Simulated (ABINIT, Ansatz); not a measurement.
# Iridium (Fm-3m): from the cell to the phonon bands, part 4 of 4

Aim: the phonon dispersion of Iridium (Fm-3m), checked by a second program.

ABINIT 10.8.3; DFT LDA, scalar-relativistic, plane waves, PseudoDojo norm-conserving pseudopotentials.

So far, highest frequency (cm⁻¹): step 9 (interpolated phonon bands) 203.

The database entry behind the starting cell differs from later determinations by our own check (0.1 to 0.3 % short, probably kX units), so it need not match the best structure at ambient conditions.

**11. Cross-check with Ansatz**

The same cell goes through another code at the same cutoff. The files are of one family, but Ansatz's library holds files of its own making for some heavy elements, so those for Ir may differ.

This step: DFT LDA, scalar-relativistic, plane waves, norm-conserving pseudopotentials of its library (PseudoDojo's, some remade) (Ansatz 0.2.0).

Input file input.yaml:

```yaml
crystal:
  lattice:
    - [0.0, 1.9050182987, 1.9050182987]
    - [1.9050182987, 0.0, 1.9050182987]
    - [1.9050182987, 1.9050182987, 0.0]
  atoms:
    - { symbol: Ir, position: [0.0, 0.0, 0.0] }
kpoints:
  mp_grid: { grid: [16, 16, 16] }
hamiltonian:
  xc: lda
  pseudopotentials: { kind: nc, accuracy: standard }
scf:
  occupations: { method: gaussian, width: 0.27211 }
output:
  eigenvalues: true
basis:
  ecutwfc: 816.342
phonons:
  method: dfpt
  qmesh: [4, 4, 4]
  temperatures: { t_max: 1000, t_step: 50 }
  qpath:
    path:
      - [[0.0, 0.0, 0.0], [0.5, 0.0, 0.5], [0.625, 0.25, 0.625]]
      - [[0.375, 0.375, 0.75], [0.0, 0.0, 0.0], [0.5, 0.5, 0.5], [0.5, 0.25, 0.75], [0.5, 0.0, 0.5]]
    npoints: 10
```

Launch:

```bash
$ ansatz run input.yaml --threads 8 --pin off --max-ram 16384MiB --backend cpu --events-out ev --progress --plain --runs-dir out
```

What it wrote:

```text
Warning: basis.ecutwfc = 816.342 eV is below the records' recommended 925.187132 eV, and the density's cutoff is lower with it unless basis.ecutrho_ratio is high enough to keep the records' density cutoff: compare with a run at a higher cutoff
Engine: ansatz 0.2.0, x86_64-unknown-linux-gnu
Pseudopotentials: kind: nc
Pseudopotential: Ir, nc, valence charge 17, recommended cutoff 925.187132 eV (normal), Ir.nc.azcp (PseudoDojo's, or run here from an input of PseudoDojo's; its table is named by hamiltonian.pseudopotentials.accuracy)
Functional definition: SPW92
  exchange = slater_x
  correlation = pw_c
Crystal: 1 atoms, lattice volume = 13.827 Å³
Basis set: ecut = 816.342 eV, 725 PW (Γ), exchange–correlation on 54×54×54 points (8 copies of the dense FFT grid, shifted against one another)
Bands: 13, of which v1, the nominal top of the filled ones, is band 9 counted from 1 (8 counted from 0)
Symmetry: 48 space group operations
k-points: 145 of 4096
Non-local potential: Ir, projectors of the file, l = 0: 2, l = 1: 2, l = 2: 2, l = 3: 2
Initial density: superposition of atomic densities (chi_scale 0.1, normalization cell)
Initial wavefunctions: pseudopotential atomic-orbital guess
Functional: x = slater, c = lda
SCF iter   1: F=—  HF=-3128.365728 eV  |F-HF|=—  |Δ(HF+E_count)|=         —  Δρ=5.08e-2  dr2=2.35e-1  ethr=3.10e-3  ⟨swp⟩=4.7  Hψ=10315  notcnv=0
preconditioner: auto → none  [metal: Δε(μ)=0.035 eV  Ē_g=14.459 eV  σ=0.272 eV  W_gap=0.07  n_scr=0 (ndim 8)  ℏωp=30.0 eV  f_vac=0.000  D(μ)=1.07/eV (n_scr^D=14)]
SCF iter   2: F=—  HF=-3128.284259 eV  |F-HF|=—  |Δ(HF+E_count)|=   8.15e-2  Δρ=1.72e-2  dr2=7.74e-3  ethr=1.38e-3  ⟨swp⟩=2.9  Hψ=4379  notcnv=0  defer=9
SCF iter   3: F=—  HF=-3128.282810 eV  |F-HF|=—  |Δ(HF+E_count)|=   1.45e-3  Δρ=7.47e-3  dr2=1.49e-3  ethr=4.55e-5  ⟨swp⟩=2.0  Hψ=2192  notcnv=0  defer=9
SCF iter   4: F=—  HF=-3128.282625 eV  |F-HF|=—  |Δ(HF+E_count)|=   1.85e-4  Δρ=5.31e-4  dr2=1.44e-5  ethr=8.77e-6  ⟨swp⟩=1.0  Hψ=1874  notcnv=0  defer=9
SCF iter   5: F=—  HF=-3128.282619 eV  |F-HF|=—  |Δ(HF+E_count)|=   6.47e-6  Δρ=9.36e-5  dr2=3.55e-7  ethr=8.47e-8  ⟨swp⟩=2.1  Hψ=2942  notcnv=0  defer=9
SCF iter   6: F=—  HF=-3128.282615 eV  |F-HF|=—  |Δ(HF+E_count)|=   3.52e-6  Δρ=1.07e-5  dr2=5.10e-9  ethr=2.09e-9  ⟨swp⟩=2.0  Hψ=3099  notcnv=0  defer=9
SCF iter   7: F=—  HF=-3128.282615 eV  |F-HF|=—  |Δ(HF+E_count)|=   1.53e-9  Δρ=1.87e-6  dr2=1.01e-10  ethr=3.00e-11  ⟨swp⟩=2.3  Hψ=2774  notcnv=0  defer=9
SCF iter   8: F=-3128.282615 eV  HF=-3128.282615 eV  |F-HF|=3.18e-12  |Δ(HF+E_count)|=  4.50e-11  Δρ=2.82e-7  dr2=3.95e-12  ethr=1.00e-12  ⟨swp⟩=6.3  Hψ=8657  notcnv=0
SCF 1 converged in 8 iterations: F = -3128.282615 eV  dr2 = 3.95e-12
NSCF: frozen V_eff on 145 k-points
NSCF: frozen V_eff on 349 k-points
DFPT response loops at q = (0, 0, 0) (fractional): preconditioner auto → Kerker (q_TF=auto, 2.824 Å⁻¹) (partly filled bands, converged f_vac=0.000); β = 1.00, the filter's whole step (`scf.mixing.beta` (0.50) is not read by the response loops under this deck's `scf.mixing.preconditioner`; to damp them name `kerker` or `kerker_dos`, under which they read `scf.mixing.beta`, and type it under 1.00, their step now; both keys bind the ground state too); Broyden in place of MSR1
NSCF: frozen V_eff on 4352 k-points
DFPT response loops at q = (0, 0, 0.25) (fractional): mixed as the last ones told, above
NSCF: frozen V_eff on 2196 k-points
DFPT response loops at q = (0, 0, -0.5) (fractional): mixed as the last ones told, above
NSCF: frozen V_eff on 2320 k-points
DFPT response loops at q = (0, 0.25, 0.25) (fractional): mixed as the last ones told, above
NSCF: frozen V_eff on 8192 k-points
DFPT response loops at q = (0, 0.25, -0.5) (fractional): mixed as the last ones told, above
NSCF: frozen V_eff on 4352 k-points
DFPT response loops at q = (0, 0.25, -0.25) (fractional): mixed as the last ones told, above
NSCF: frozen V_eff on 1242 k-points
DFPT response loops at q = (0, -0.5, -0.5) (fractional): mixed as the last ones told, above
NSCF: frozen V_eff on 2320 k-points
DFPT response loops at q = (0.25, -0.5, -0.25) (fractional): mixed as the last ones told, above
SCF converged after 8 iterations
Free energy (F): -3128.282615 eV
Harris-Foulkes:  -3128.282615 eV  (|F-HF|=3.18e-12)
Internal energy: -3128.242572 eV  (E = F + TS)
E sigma→0 (E₀):  -3128.262594 eV
Entropy (-TS):   -0.040043 eV (-40.043 meV/atom)
Fermi energy:    26.265234 eV
--- Per-component energies (eV) ---
  E_band       = -77.297032
  E_kinetic    = 875.620001
  E_local      = -1471.300847  (includes V_loc(G=0)·N_el)
  E_nonlocal   = 160.581834
  E_hartree    = 391.022369
  E_xc         = -580.267112
  E_vxc        = -424.242822  (∫ρ·V_xc dr)
  E_ewald      = -2503.898817
  E_smearing   = -0.040043  (= −TS)
  E_closure    = 0.000000  (closes the sum)
  Σ components = -3128.282615   (vs F -3128.282615, Δ=0.00e0)
--- Band table (eV; the first three rows and the last of 145) ---
  k-point 0: bands = [... 5 lower, 22.2306, 22.2306, 22.2306, 25.0524, 25.0524, 39.8598, 45.4508, 45.4508]
  k-point 1: bands = [... 5 lower, 22.1334, 22.3082, 22.3082, 25.0003, 25.0003, 40.1736, 44.6599, 45.7526]
  k-point 2: bands = [... 5 lower, 21.8966, 22.5028, 22.5028, 24.8980, 24.8980, 41.0101, 43.1320, 46.6273]
  k-point 144: bands = [... 5 lower, 21.2248, 21.2248, 24.3875, 27.8263, 34.5219, 35.4505, 35.4505, 39.8658]
--- Phonons (Γ-DFPT): 1 representative perturbation + reference (Σ response iterations 2) ---
  ASR residual: 6.764e-4 → 0.000e0 eV/Å²; symmetrization residual: 3.253e-19 eV/Å²
  ASR residual per site (eV/Å²): 6.76e-4
  Γ frequencies (cm⁻¹): 0.00 0.00 0.00
--- Phonons (arbitrary-q DFPT): 8 irreducible q on the 4×4×4 mesh ---
  q = [0.0000, 0.0000, 0.0000] (star 1, of the zone-centre solve; hermiticity 2.71e-25, symmetrization 4.81e-16): -0.00 -0.00 -0.00
  q = [0.0000, 0.0000, 0.2500] (star 8, 1 solved perturbation on 2176 of 4096 k-point pairs; hermiticity 4.43e-14, symmetrization 1.18e-13, the responses' own estimated error 3.1e-4 eV/Å²): 86.48 86.48 169.32
  q = [0.0000, 0.0000, -0.5000] (star 4, 1 solved perturbation on 1098 of 4096 k-point pairs; hermiticity 1.45e-14, symmetrization 7.70e-14, the responses' own estimated error 2.8e-4 eV/Å²): 113.63 113.63 202.74
  q = [0.0000, 0.2500, 0.2500] (star 6, 2 solved perturbations in 1808 linear systems a pass and spin channel, the states on 1160 of 4096 k-point pairs; hermiticity 9.36e-14, symmetrization 9.06e-14, the responses' own estimated error 3.9e-4 eV/Å²): 114.31 114.31 183.40
  q = [0.0000, 0.2500, -0.5000] (star 24, 2 solved perturbations in 6272 linear systems a pass and spin channel, the states on 4096 of 4096 k-point pairs; hermiticity 5.42e-8, symmetrization 3.10e-14, the responses' own estimated error 3.5e-4 eV/Å²): 136.70 148.89 186.47
  q = [0.0000, 0.2500, -0.2500] (star 12, 2 solved perturbations in 3336 linear systems a pass and spin channel, the states on 2176 of 4096 k-point pairs; hermiticity 2.33e-14, symmetrization 5.15e-14, the responses' own estimated error 2.8e-4 eV/Å²): 125.89 140.55 188.89
  q = [0.0000, -0.5000, -0.5000] (star 3, 2 solved perturbations in 970 linear systems a pass and spin channel, the states on 621 of 4096 k-point pairs; hermiticity 1.33e-13, symmetrization 7.17e-14, the responses' own estimated error 2.9e-4 eV/Å²): 149.97 149.97 189.77
  q = [0.2500, -0.5000, -0.2500] (star 6, 2 solved perturbations in 1749 linear systems a pass and spin channel, the states on 1160 of 4096 k-point pairs; hermiticity 1.34e-13, symmetrization 1.14e-13, the responses' own estimated error 2.9e-4 eV/Å²): 158.38 164.17 164.17
  sum rule: each row above includes the acoustic sum rule's correction from the zone centre's row sums; it moved no ω² by more than (0.98 cm⁻¹)²
  mesh force constants: q→R imaginary residual 0.00e0; ASR residual 6.764e-4 → 0.000e0 eV/Å²; symmetrization residual 1.776e-14 eV/Å²
  interpolated dispersion: 62 rows × 3 modes
  density of states and harmonic sums: on the 28×28×28 q-mesh, interpolated from the force constants of a 4×4×4 supercell (no non-analytic term)
  largest difference from the sums on the solved wave vectors: F 1.10e-2 eV, S 1.50e-5 and C_V 4.03e-6 eV/K
  zero-point energy: 0.027351 eV/cell   skipped modes (ω ≤ 0): 3   left out of the sums: 4.56e-5 of the cell's modes: C_V's classical limit lies that fraction below 3 k_B per atom; for a crystal, a wire or a layer, F and S can be off by more, and a phonons.interpolated_qmesh denser along its periods is the remedy for the sampling
```

Elapsed: 42 s, on 8 threads of AMD EPYC 9B14 (Zen 4), shared host; peak memory 4.3 GiB.

Numbers from this step:

* sum-rule residual before enforcement: 6.76e-4 eV/Å²
* mean frequency: 147.1 cm⁻¹
* Debye temperature (second moment): 280 K
* logarithmic mean frequency: 142.7 cm⁻¹
* lowest mode on the q mesh (acoustic ones at the zone centre apart): 86.48 cm⁻¹
* vibrational entropy at 300 K: 34.95 J/(mol atoms K)

**12. The two compared: ABINIT PseudoDojo and Ansatz, library NC**

Worked out from the results:

```
root-mean-square difference             : 0.02 cm⁻¹
largest difference                      : 0.04 cm⁻¹
root-mean-square difference on the path : 0 cm⁻¹
largest difference on the path          : 0.1 cm⁻¹
```

The interpolated bands of the two lie on top of each other.

At the solved wavevectors the largest difference (acoustic modes at Γ apart) is 0.02 % of the highest mode.

**13. What came out**

```
space group after relaxation                                       : Fm-3m
volume per atom                                                    : 13.8 Å³
q mesh                                                             : 4×4×4
lowest mode on the q mesh (acoustic ones at the zone centre apart) : 86.5 cm⁻¹
zero-point energy per atom                                         : 27.4 meV
heat capacity at 300 K                                             : 23.9 J/(mol atoms K)
vibrational entropy at 300 K                                       : 34.9 J/(mol atoms K)
imaginary modes on the q mesh                                      : none
largest difference from Ansatz, library NC                         : 0.04 cm⁻¹
```

Iridium (Fm-3m) is dynamically stable on the 4×4×4 mesh; its spectrum reaches 203 cm⁻¹. The base run prints -0.46 GPa, mostly the error of a finite basis; the relaxation, with a smoothed and higher cutoff, had brought the cell to rest. ABINIT PseudoDojo and Ansatz, library NC agree to 0.04 cm⁻¹ (0.02 % of the highest mode compared) on all solved modes but the acoustic ones at Γ. These are harmonic frequencies at zero temperature: anharmonic shifts and linewidths and thermal expansion are left out. Spin-orbit coupling is left out, which can matter for the heavy elements here. In a metal the frequencies hang on the k mesh and the smearing, most of all near Kohn anomalies. Ansatz warns that the cutoff lies 12 % under the one recommended for these files; agreement at one cutoff is not convergence.

[Host names and launcher messages were left out of these logs when they were recorded.]

[Logs are printed without paths, hosts, clocks, repeated set-up lines and the standing remarks that a program may print on its own settings, such as how far it seeks lower states.]

[Hosts, paths, dates, database ids (printed as entryN), source tags and the programs' standing remarks are cut or masked in the printed files.]
